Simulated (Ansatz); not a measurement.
# Local environments in Pnma (COD entry) KPO2F2, displaced supercell (48 atoms)

The cell holds 48 atoms: 8 K, 8 P, 16 O and 16 F. Its edges and angles: a = 7.930 Å, b = 12.329 Å, c = 7.614 Å, α = 90.0°, β = 90.0°, γ = 90.0°. It derives from KPO2F2 (Pnma, COD entry), repeated 1×2×1. The starting structure: Pnma (COD entry) KPO2F2 (cell 8.039, 6.205, 7.635, 90, 90, 90), 1 x 2 x 1 conventional cells; every coordinate displaced by a Gaussian of 0.03 Å.

Computed with Ansatz 0.2.0: Kohn-Sham DFT, r2SCAN, PAW (set soft_2), plane waves; cutoff 500 eV, Γ point, fermi-dirac smearing of 0.025 eV. Geometry: the relaxed geometry.

The whole cell was solved; only parts of it are printed.

Local excerpt of 34 atoms (numbers count through the whole input) about K2, picked at random; x, y, z are measured from there.

```csv
atom,x,y,z,distance (Å),Löwdin charge (e)
K2,0.00,0.00,0.00,0.00,0.84
O38,1.97,1.79,0.55,2.72,-0.89
O12,1.98,-1.79,0.56,2.72,-0.89
F19,-2.30,-0.01,-1.55,2.78,-0.46
O33,-1.98,1.79,1.09,2.88,-0.89
O15,-1.99,-1.78,1.10,2.89,-0.89
O10,0.41,1.29,-2.71,3.03,-0.89
O16,0.41,-1.30,-2.72,3.04,-0.89
F22,-0.70,0.01,3.11,3.19,-0.45
F21,-0.88,-3.07,-0.70,3.27,-0.45
F45,-0.90,3.09,-0.72,3.29,-0.45
P6,0.44,0.00,-3.42,3.45,2.30
F23,3.28,0.00,-1.44,3.58,-0.45
F18,1.65,0.01,3.19,3.59,-0.46
P5,-2.02,-3.08,0.39,3.70,2.30
P29,-2.02,3.08,0.39,3.71,2.30
P8,1.94,-3.08,1.26,3.86,2.30
P32,1.94,3.08,1.27,3.86,2.30
F20,0.72,-3.09,2.25,3.89,-0.46
F44,0.73,3.08,2.28,3.90,-0.46
P6,0.44,0.00,4.19,4.22,2.30
K3,3.96,0.00,1.65,4.29,0.84
K3,-3.97,0.00,1.65,4.30,0.84
P7,-3.53,0.00,-2.54,4.35,2.30
K28,2.38,3.08,-2.16,4.45,0.84
K4,2.38,-3.08,-2.16,4.46,0.84
F17,-3.24,-3.07,-0.62,4.51,-0.46
F41,-3.25,3.09,-0.60,4.53,-0.46
F22,-0.70,0.01,-4.50,4.56,-0.45
F18,1.65,0.01,-4.43,4.73,-0.46
O36,1.97,4.38,0.56,4.84,-0.89
O14,1.98,-4.38,0.55,4.84,-0.89
F23,-4.65,0.00,-1.44,4.87,-0.45
O39,-1.98,4.38,1.10,4.93,-0.89
```

Length of the force by element:

| element | coordination | atoms | mean length of the force (eV/Å) | spread | least | most |
| --- | --- | --- | --- | --- | --- | --- |
| F | all | 16 | 0.0088 | 0.0053 | 0.0035 | 0.0209 |
| K | all | 8 | 0.0026 | 0.001 | 0.0013 | 0.0045 |
| O | all | 16 | 0.0058 | 0.0037 | 0.0014 | 0.0169 |
| P | all | 8 | 0.0144 | 0.0058 | 0.0066 | 0.0251 |

Löwdin charges by element (they lack the spilled electrons, 0.077 e an atom on average):

| element | coordination | atoms | mean charge (e) | spread | least | most |
| --- | --- | --- | --- | --- | --- | --- |
| F | all | 16 | -0.452 | 0.0066 | -0.459 | -0.445 |
| K | all | 8 | 0.845 | 0 | 0.845 | 0.845 |
| O | all | 16 | -0.891 | 1.0e-4 | -0.892 | -0.891 |
| P | all | 8 | 2.30 | 1.0e-4 | 2.30 | 2.30 |

Only the Γ point is sampled, in a cell whose shortest periodic width is 8 Å. The Löwdin charges lack the electrons that the projection spills, 0.077 e an atom on average.

[Logs are printed without paths, hosts, clocks, repeated set-up lines and the standing remarks that a program may print on its own settings, such as how far it seeks lower states.]

[Hosts, paths, dates, database ids (printed as entryN), source tags and the programs' standing remarks are cut or masked in the printed files.]
